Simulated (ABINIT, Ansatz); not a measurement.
# Be3N2 (R3m): G0W0 with ABINIT, start to end, part 2 of 3

How does a plane-wave GW calculation on Be3N2 (R3m) run from the first input to the gap?

ABINIT 10.8.3; LDA and many-body steps on it, plane waves. Known limits of the many-body steps: not at the basis limit.

So far. Step 2 (Ground state): The gap is indirect, with the least direct gap 1.06 eV higher.

## Step 3: Bands along the symmetry lines

Level of this step: DFT, LDA, plane waves, norm-conserving pseudopotentials (ABINIT).

Levels along a band path, at the cheap level, show where the edges lie and whether the meshes to come will hold them.

The input, run.abi:

```
acell 3*1.0 Angstrom
rprim 
  1.419805055509 0.819724830995 4.866215662800
  -1.419805055509 0.819724830995 4.866215662800
  -0.000000000000 -1.639449661990 4.866215662800
ntypat 2
znucl 4 7
natom 5
typat 1 1 1 2 2
xred 
  0.859001080000 0.859001080000 0.859001080000
  0.317694560000 0.317694560000 0.317694560000
  0.088806770000 0.088806770000 0.088806770000
  0.204162680000 0.204162680000 0.204162680000
  0.708434910000 0.708434910000 0.708434910000
pp_dirpath "pseudos"
pseudos "Be.upf, N.upf"
ecut 38
iscf -2
irdden 1
kptopt 0
nkpt 59
kpt 
  0.00000000 0.00000000 0.00000000
  -0.06250000 -0.06250000 -0.06250000
  -0.12500000 -0.12500000 -0.12500000
  -0.18750000 -0.18750000 -0.18750000
  -0.25000000 -0.25000000 -0.25000000
  -0.31250000 -0.31250000 -0.31250000
  -0.37500000 -0.37500000 -0.37500000
  -0.43750000 -0.43750000 -0.43750000
  -0.50000000 -0.50000000 -0.50000000
  -0.50000000 -0.46069801 -0.53930199
  -0.50000000 -0.42139603 -0.57860398
  -0.50000000 -0.38209404 -0.61790596
  -0.50000000 -0.34279205 -0.65720795
  -0.50000000 -0.30349006 -0.69650994
  -0.50000000 -0.26418808 -0.73581192
  -0.50000000 -0.22488609 -0.77511391
  -0.50000000 -0.18558410 -0.81441590
  -0.18558410 0.18558410 -0.50000000
  -0.16238609 0.16238609 -0.50000000
  -0.13918807 0.13918807 -0.50000000
  -0.11599006 0.11599006 -0.50000000
  -0.09279205 0.09279205 -0.50000000
  -0.06959404 0.06959404 -0.50000000
  -0.04639603 0.04639603 -0.50000000
  -0.02319801 0.02319801 -0.50000000
  0.00000000 0.00000000 -0.50000000
  0.00000000 0.00000000 -0.43750000
  0.00000000 0.00000000 -0.37500000
  0.00000000 0.00000000 -0.31250000
  0.00000000 0.00000000 -0.25000000
  0.00000000 0.00000000 -0.18750000
  0.00000000 0.00000000 -0.12500000
  0.00000000 0.00000000 -0.06250000
  0.00000000 0.00000000 0.00000000
  0.00000000 0.04284901 -0.04284901
  0.00000000 0.08569801 -0.08569801
  0.00000000 0.12854702 -0.12854702
  0.00000000 0.17139603 -0.17139603
  0.00000000 0.21424503 -0.21424503
  0.00000000 0.25709404 -0.25709404
  0.00000000 0.29994304 -0.29994304
  0.00000000 0.34279205 -0.34279205
  -0.34279205 0.00000000 -0.65720795
  -0.36244304 0.00000000 -0.63755696
  -0.38209404 0.00000000 -0.61790596
  -0.40174503 0.00000000 -0.59825497
  -0.42139603 0.00000000 -0.57860398
  -0.44104702 0.00000000 -0.55895298
  -0.46069801 0.00000000 -0.53930199
  -0.48034901 0.00000000 -0.51965099
  -0.50000000 0.00000000 -0.50000000
  -0.43750000 0.00000000 -0.43750000
  -0.37500000 0.00000000 -0.37500000
  -0.31250000 0.00000000 -0.31250000
  -0.25000000 0.00000000 -0.25000000
  -0.18750000 0.00000000 -0.18750000
  -0.12500000 0.00000000 -0.12500000
  -0.06250000 0.00000000 -0.06250000
  0.00000000 0.00000000 0.00000000
istwfk *1
nband 18
nbdbuf 2
tolwfr 1e-08
nstep 40
prtwf 0
prtvol 0
indata_prefix "in"
outdata_prefix "out"
tmpdata_prefix "tmp"
```

Started as:

```console
> OMP_NUM_THREADS=1 mpirun -n 4 abinit run.abi > log
```

Numbers of over 12 decimals in the logs are rounded to 6 here.

Log:

```text
.Version 10.8.3 of ABINIT. v10.8.2 released Aug 2026.

 Symmetries : space group R3 m (#160); Bravais hR (rhombohedral)
[... echo of the input left out ...]
== DATASET  1 ==================================================================
-   mpi_nproc: 4, omp_nthreads: 1 (-1 if OMP is not activated)

--- !DatasetInfo
iteration_state: {dtset: 1, }
dimensions: {natom: 5, nkpt: 59, mband: 18, nsppol: 1, nspinor: 1, nspden: 1, mpw: 2596, }
cutoff_energies: {ecut:  38.0, pawecutdg:  -1.0, }
electrons: {nelect:   2.20000000E+01, charge:   0.00000000E+00, occopt:   1.00000000E+00, tsmear:   1.00000000E-02, }

 Real(R)+Recip(G) space primitive vectors, cartesian coordinates (Bohr,Bohr^-1):
 R(1)=  2.6830427  1.5490554  9.1958149  G(1)=  0.1863556  0.1075924  0.0362484
 R(2)= -2.6830427  1.5490554  9.1958149  G(2)= -0.1863556  0.1075924  0.0362484
 R(3)=  0.0000000 -3.0981109  9.1958149  G(3)=  0.0000000 -0.2151849  0.0362484
 Unit cell volume ucvol=  2.2931687E+02 bohr^3
 Angles (23,13,12)=  3.21025619E+01  3.21025619E+01  3.21025619E+01 degrees

 getcut: wavevector=  0.0000  0.0000  0.0000  ngfft=  54  54  54
         ecut(hartree)=     38.000   => boxcut(ratio)=   2.00551

--- Pseudopotential description ------------------------------------------------
- Be Generated using ONCVPSP code by D. R. Hamann
-  4.00000   4.00000  180309                  znucl, zion, pspdat
12 -1012 1 -1 1358                            pspcod,pspxc,lmax,lloc,mmax
     nproj     2     2
  pspatm : epsatm=    2.74190561
         --- l  ekb(1:nproj) -->
             0   -6.571987   -2.339039
             1   -2.528806   -0.553493
 pspatm: atomic psp has been read  and splines computed

- N Generated using ONCVPSP code by D. R. Hamann
-  7.00000   5.00000  180309                  znucl, zion, pspdat
12 -1012 1 -1 1058                            pspcod,pspxc,lmax,lloc,mmax
     nproj     2     2
  pspatm : epsatm=    5.30777321
         --- l  ekb(1:nproj) -->
             0    7.408032    0.617798
[...]
pspatm: atomic psp has been read  and splines computed

--------------------------------------------------------------------------------

================================================================================
 prteigrs : about to open file out_EIG
 Non-SCF case, kpt    1 (  0.00000  0.00000  0.00000), residuals and eigenvalues=
  3.28E-09  4.05E-09  8.21E-09  6.15E-09  2.37E-09  7.80E-10  2.33E-09  5.55E-09
  5.79E-09  1.61E-09  2.54E-09  2.50E-09  2.45E-09  4.87E-09  7.82E-09  5.36E-09
  1.95E-09  1.54E-08
 -3.3490E+00 -3.3435E+00 -3.2990E+00 -3.7822E-01 -2.9671E-01 -6.0718E-02
  1.7390E-01  1.7390E-01  2.0138E-01  2.1804E-01  2.1804E-01  4.4352E-01
  5.0542E-01  5.1990E-01  5.1990E-01  6.1111E-01  6.4400E-01  6.4400E-01
 Non-SCF case, kpt    2 ( -0.06250 -0.06250 -0.06250), residuals and eigenvalues=
[...]
Non-SCF case, kpt   58 ( -0.06250  0.00000 -0.06250), residuals and eigenvalues=
[...]
Non-SCF case, kpt   59 (  0.00000  0.00000  0.00000), residuals and eigenvalues=
[...]
1.7390E-01  1.7390E-01  2.0138E-01  2.1804E-01  2.1804E-01  4.4352E-01
  5.0542E-01  5.1990E-01  5.1990E-01  6.1111E-01  6.4400E-01  6.4400E-01

--- !ResultsGS
iteration_state: {dtset: 1, }
comment   : Summary of ground state results
lattice_vectors:
- [  2.6830427,   1.5490554,   9.1958149, ]
- [ -2.6830427,   1.5490554,   9.1958149, ]
- [ -0.0000000,  -3.0981109,   9.1958149, ]
lattice_lengths: [   9.70367,    9.70367,    9.70367, ]
lattice_angles: [ 32.103,  32.103,  32.103, ] # degrees, (23, 13, 12)
lattice_volume:   2.2931687E+02
convergence: {deltae:  0.000E+00, res2:  0.000E+00, residm:  9.984E-09, diffor:  0.000E+00, }
etotal    :  -6.24339894E+01
entropy   :   0.00000000E+00
fermie    :   2.18036431E-01
cartesian_stress_tensor: null
pressure_GPa: null
xred      :
- [  8.5900E-01,   8.5900E-01,   8.5900E-01, Be]
- [  3.1769E-01,   3.1769E-01,   3.1769E-01, Be]
- [  8.8807E-02,   8.8807E-02,   8.8807E-02, Be]
- [  2.0416E-01,   2.0416E-01,   2.0416E-01,  N]
- [  7.0843E-01,   7.0843E-01,   7.0843E-01,  N]
cartesian_forces: null
force_length_stats: {min: null, max: null, mean: null, }

 Integrated electronic density in atomic spheres:
 ------------------------------------------------
 Atom  Sphere_radius  Integrated_density
[...]
================================================================================

 ----iterations are completed or convergence reached----

 Mean square residual over all n,k,spin=   47.602E-10; max=  99.845E-10
 reduced coordinates (array xred) for    5 atoms
[...]
0.204162680000      0.204162680000      0.204162680000
       0.708434910000      0.708434910000      0.708434910000

 cartesian coordinates (angstrom) at end:
    1      0.000000    -0.000000    12.540254
    2      0.000000    -0.000000     4.637911
    3     -0.000000     0.000000     1.296459
    4     -0.000000     0.000000     2.980499
    5      0.000000     0.000000    10.342191
 length scales=  1.889726125908  1.889726125908  1.889726125908 bohr
              =  1.000000000000  1.000000000000  1.000000000000 angstroms
 prteigrs : about to open file out_EIG
 Eigenvalues (hartree) for nkpt=  59  k points:
 kpt#   1, nband= 18, wtk=  1.00000, kpt=  0.0000  0.0000  0.0000 (reduced coord)
[...]
kpt#   2, nband= 18, wtk=  1.00000, kpt= -0.0625 -0.0625 -0.0625 (reduced coord)
[...]
kpt#   3, nband= 18, wtk=  1.00000, kpt= -0.1250 -0.1250 -0.1250 (reduced coord)
[...]
kpt#  58, nband= 18, wtk=  1.00000, kpt= -0.0625  0.0000 -0.0625 (reduced coord)
[...]
0.63282    0.65123
 kpt#  59, nband= 18, wtk=  1.00000, kpt=  0.0000  0.0000  0.0000 (reduced coord)
  -3.34903   -3.34347   -3.29904   -0.37822   -0.29671   -0.06072    0.17390    0.17390
   0.20138    0.21804    0.21804    0.44352    0.50542    0.51990    0.51990    0.61111
   0.64400    0.64400

== END DATASET(S) ==============================================================
================================================================================

 -outvars: echo values of variables after computation  --------
            nband          18
             nkpt          59
          spgroup         160
 [... the other variables as echoed above ...]

 Calculation completed.
```

It took 19 s on 4 MPI ranks of Arm Neoverse V2, shared host; peak memory 0.34 GiB.

Numbers from this step:

- gap: 2.731 eV
- k of the valence top: 0, 0, 0
- k of the conduction bottom: -0.5, 0, -0.5
- least direct gap: 3.792 eV

The gap is 2.731 eV, as in the run before at this level.

Electronic bands along the path, in eV, zero at the top of the highest filled band:

| point | band 8 | band 9 | band 10 | band 11 | band 12 | band 13 | band 14 | band 15 |
| --- | --- | --- | --- | --- | --- | --- | --- | --- |
| Γ | -1.20 | -0.45 | 0.00 | 0.00 | 6.14 | 7.82 | 8.21 | 8.21 |
| halfway | -1.11 | -1.11 | -0.15 | -0.15 | 6.70 | 8.20 | 8.56 | 8.56 |
| T | -0.98 | -0.98 | -0.34 | -0.34 | 7.02 | 8.80 | 8.98 | 8.98 |
| halfway | -3.96 | -2.40 | -1.65 | -1.28 | 5.81 | 7.56 | 9.55 | 9.95 |
| H2 | -4.74 | -3.69 | -3.00 | -1.83 | 5.01 | 6.81 | 9.93 | 11.60 |
| jump to H0 | -4.74 | -3.69 | -3.00 | -1.83 | 5.01 | 6.81 | 9.93 | 11.60 |
| halfway | -4.11 | -3.84 | -3.36 | -2.15 | 6.14 | 7.44 | 9.17 | 11.15 |
| L | -3.69 | -3.08 | -3.01 | -2.10 | 5.48 | 6.56 | 10.28 | 10.42 |
| halfway | -2.82 | -2.23 | -1.19 | -1.05 | 6.72 | 7.42 | 9.54 | 10.18 |
| Γ | -1.20 | -0.45 | 0.00 | 0.00 | 6.14 | 7.82 | 8.21 | 8.21 |
| halfway | -3.53 | -3.09 | -2.06 | -0.65 | 7.11 | 8.04 | 9.37 | 9.74 |
| S0 | -4.88 | -3.66 | -3.06 | -1.88 | 5.07 | 7.12 | 9.36 | 11.95 |
| jump to S2 | -4.88 | -3.66 | -3.06 | -1.88 | 5.07 | 7.12 | 9.36 | 11.95 |
| halfway | -4.63 | -3.32 | -2.23 | -1.28 | 3.69 | 7.88 | 8.58 | 9.91 |
| F | -3.50 | -3.50 | -1.34 | -1.06 | 2.73 | 7.64 | 8.89 | 9.50 |
| halfway | -3.12 | -2.53 | -0.78 | -0.76 | 5.97 | 7.72 | 9.42 | 9.79 |
| Γ | -1.20 | -0.45 | 0.00 | 0.00 | 6.14 | 7.82 | 8.21 | 8.21 |

## Step 4: Empty states on the mesh, 4×4×4 mesh, 120 bands

The sums over transitions need many empty states on a uniform mesh; this step solves for them.

The input, run.abi:

```
acell 3*1.0 Angstrom
rprim 
  1.419805055509 0.819724830995 4.866215662800
  -1.419805055509 0.819724830995 4.866215662800
  -0.000000000000 -1.639449661990 4.866215662800
ntypat 2
znucl 4 7
natom 5
typat 1 1 1 2 2
xred 
  0.859001080000 0.859001080000 0.859001080000
  0.317694560000 0.317694560000 0.317694560000
  0.088806770000 0.088806770000 0.088806770000
  0.204162680000 0.204162680000 0.204162680000
  0.708434910000 0.708434910000 0.708434910000
pp_dirpath "pseudos"
pseudos "Be.upf, N.upf"
ecut 38
ngkpt 4 4 4
nshiftk 1
shiftk 0 0 0
kptopt 1
chksymbreak 0
irdden 1
istwfk *1
nband 120
prtvol 0
optdriver 6
gwr_task "HDIAGO"
paral_kgb 0
occopt 1
indata_prefix "in"
outdata_prefix "out"
tmpdata_prefix "tmp"
```

Log:

```text
[banner, memory and clock lines left out]
.Version 10.8.3 of ABINIT. v10.8.2 released Aug 2026.

 Symmetries : space group R3 m (#160); Bravais hR (rhombohedral)
[... echo of the input left out ...]
== DATASET  1 ==================================================================
-   mpi_nproc: 4, omp_nthreads: 1 (-1 if OMP is not activated)

--- !DatasetInfo
iteration_state: {dtset: 1, }
dimensions: {natom: 5, nkpt: 13, mband: 120, nsppol: 1, nspinor: 1, nspden: 1, mpw: 2590, }
cutoff_energies: {ecut:  38.0, pawecutdg:  -1.0, }
electrons: {nelect:   2.20000000E+01, charge:   0.00000000E+00, occopt:   1.00000000E+00, tsmear:   1.00000000E-02, }

.Using double precision arithmetic; gwpc =  8

- Reading GS density from: in_DEN

--- Pseudopotential description ------------------------------------------------
- Be Generated using ONCVPSP code by D. R. Hamann
-  4.00000   4.00000  180309                  znucl, zion, pspdat
12 -1012 1 -1 1358                            pspcod,pspxc,lmax,lloc,mmax
     nproj     2     2
  pspatm : epsatm=    2.74190561
         --- l  ekb(1:nproj) -->
             0   -6.571987   -2.339039
             1   -2.528806   -0.553493
 pspatm: atomic psp has been read  and splines computed

- N Generated using ONCVPSP code by D. R. Hamann
-  7.00000   5.00000  180309                  znucl, zion, pspdat
12 -1012 1 -1 1058                            pspcod,pspxc,lmax,lloc,mmax
     nproj     2     2
  pspatm : epsatm=    5.30777321
         --- l  ekb(1:nproj) -->
             0    7.408032    0.617798
             1   -4.361519   -1.032581
 pspatm: atomic psp has been read  and splines computed

   4.14507792E+02                                ecore*ucvol(ha*bohr**3)

 Total charge density [el/Bohr^3]
)     Maximum=    4.4934E+00  at reduced coord.    0.8519    0.8519    0.8704
)     Minimum=    8.8258E-03  at reduced coord.    0.4630    0.4630    0.4630
   Integrated=    2.2000E+01

 === KS gaps after direct diagonalization ===
 Indirect band gap semiconductor
 Fundamental gap:     2.731 (eV)
   VBM:     5.933 (eV) at k: [ 0.0000E+00,  0.0000E+00,  0.0000E+00]
   CBM:     8.664 (eV) at k: [ 5.0000E-01,  5.0000E-01,  0.0000E+00]
 Direct gap:         3.792 (eV) at k: [ 5.0000E-01,  5.0000E-01,  0.0000E+00]

== END DATASET(S) ==============================================================

 -outvars: echo values of variables after computation  --------
           etotal      0.0000000000E+00
            nband         120
             nkpt          13
          spgroup         160
 [... the other variables as echoed above ...]

 Calculation completed.
```

Elapsed: 58 s, on 4 MPI ranks; peak memory 1.7 GiB; 3.9 min of CPU time.

Numbers from this step:

| Item | Value |
| --- | --- |
| gap | 2.731 eV |
| k of the valence top | 0, 0, 0 |
| k of the conduction bottom | 0.5, 0.5, 0 |
| least direct gap | 3.792 eV |
| k points computed | 13 |
| lowest point of the top converged band, above the valence top | 101.1136 eV |

On this mesh the gap is 2.731 eV.

## Step 5: Screening, 4×4×4 mesh, 112 bands, screening to 217.7 eV

The RPA dielectric matrix is built and inverted for each q.

This step: RPA screening on LDA, plane waves, norm-conserving pseudopotentials.

run.abi, as its differences from that of step 4:

```diff
@@ -23,10 +23,11 @@
 chksymbreak 0
-irdden 1
 istwfk *1
-nband 120
-prtvol 0
-optdriver 6
-gwr_task "HDIAGO"
-paral_kgb 0
 occopt 1
+irdwfk 1
+optdriver 3
+nband 112
+ecuteps 8
+inclvkb 2
+awtr 1
+symchi 1
 indata_prefix "in"
```

Log:

```text
.Version 10.8.3 of ABINIT. v10.8.2 released Aug 2026.

 Symmetries : space group R3 m (#160); Bravais hR (rhombohedral)
[... echo of the input left out ...]
== DATASET  1 ==================================================================
-   mpi_nproc: 4, omp_nthreads: 1 (-1 if OMP is not activated)

--- !DatasetInfo
iteration_state: {dtset: 1, }
dimensions: {natom: 5, nkpt: 13, mband: 112, nsppol: 1, nspinor: 1, nspden: 1, mpw: 2590, }
cutoff_energies: {ecut:  38.0, pawecutdg:  -1.0, }
electrons: {nelect:   2.20000000E+01, charge:   0.00000000E+00, occopt:   1.00000000E+00, tsmear:   1.00000000E-02, }

 SCREENING: Calculation of the susceptibility and dielectric matrices

 Based on a program developped by R.W. Godby, V. Olevano, G. Onida, and L. Reining.
 Incorporated in ABINIT by V. Olevano, G.-M. Rignanese, and M. Torrent.
.Using double precision arithmetic ; gwpc =  8

[... cell and pseudopotentials left out ...]
--------------------------------------------------------------------------------

 ==== K-mesh for the wavefunctions ====
 Number of points in the irreducible wedge :    13
[... list of points left out ...]
 Together with  6 symmetry operations and time-reversal symmetry
 yields    64 points in the full Brillouin Zone.

 ==== Q-mesh for the screening function ====
 Number of points in the irreducible wedge :    13
[... list of points left out ...]
 Together with  6 symmetry operations and time-reversal symmetry
 yields    64 points in the full Brillouin Zone.

 setmesh: FFT mesh size selected  =    40x   40x   40
          total number of points  =        64000

 vcoul_init : cutoff-mode = AUXILIARY_FUNCTION
 q-points for optical limit:   1
     1)      0.000010    0.000020    0.000030

- screening: taking advantage of time-reversal symmetry
- Maximum band index for partially occupied states nbvw = 11
- Remaining bands to be divided among processors   nbcw = 101
- Number of bands treated by each node ~25

 Number of electrons calculated from density =   22.0000; Expected =   22.0000
 average of density, n =  0.095937
 r_s =    1.3551
 omega_plasma =   29.8778 [eV]

 calculating chi0 at frequencies [eV] :
  1    0.000000E+00    0.000000E+00
  2    0.000000E+00    2.987782E+01

--------------------------------------------------------------------------------
  q-point number  1        q = ( 0.000000, 0.000000, 0.000000) [r.l.u.]
--------------------------------------------------------------------------------
[... chi0 elements left out ...]
 For q-point:  0.000010 0.000020 0.000030
  dielectric constant =   4.7590
  dielectric constant without local fields =   5.1856

  Average fulfillment of the sum rule on Im[epsilon] for q-point    1 :     79.75  [%]
[... wings left out ...]
  q-point number  2        q = ( 0.250000, 0.000000, 0.000000) [r.l.u.]
--------------------------------------------------------------------------------
[... chi0 elements left out ...]
  Average fulfillment of the sum rule on Im[epsilon] for q-point    2 :     85.22  [%]

 [... 11 further q-points ...]
```

Elapsed: 2 min, on 4 MPI ranks; peak memory 2.3 GiB.

Numbers from this step:

```
ε∞ with local fields, on this mesh, along the program's q direction : 4.759
the same without local fields                                       : 5.186
plasma frequency                                                    : 29.88 eV
plane waves in the screening matrix                                 : 239
```

Local fields lower ε∞ by 8 %.

(Part 2 of 3 ends here.)

[Paths, hosts, dates, memory and timing lines, banners, echoed tables and standing remarks are left out of the program output.]

[Logs are printed without paths, hosts, clocks, repeated set-up lines and the standing remarks that a program may print on its own settings, such as how far it seeks lower states.]

[Runs of the session that timed out or met a known fault of the program may be left out.]

[Hosts, paths, dates, database ids (printed as entryN), source tags and the programs' standing remarks are cut or masked in the printed files.]

[G0W0 gaps are taken among the corrected bands and points alone; a level outside them can change the order at an edge.]

[Where Ansatz stands beside ABINIT at settings called matched, ABINIT's density can come from a denser mesh and the files from another edition; pairs whose starting gaps differed by over 0.03 eV were left out, so agreement reads better than it is.]
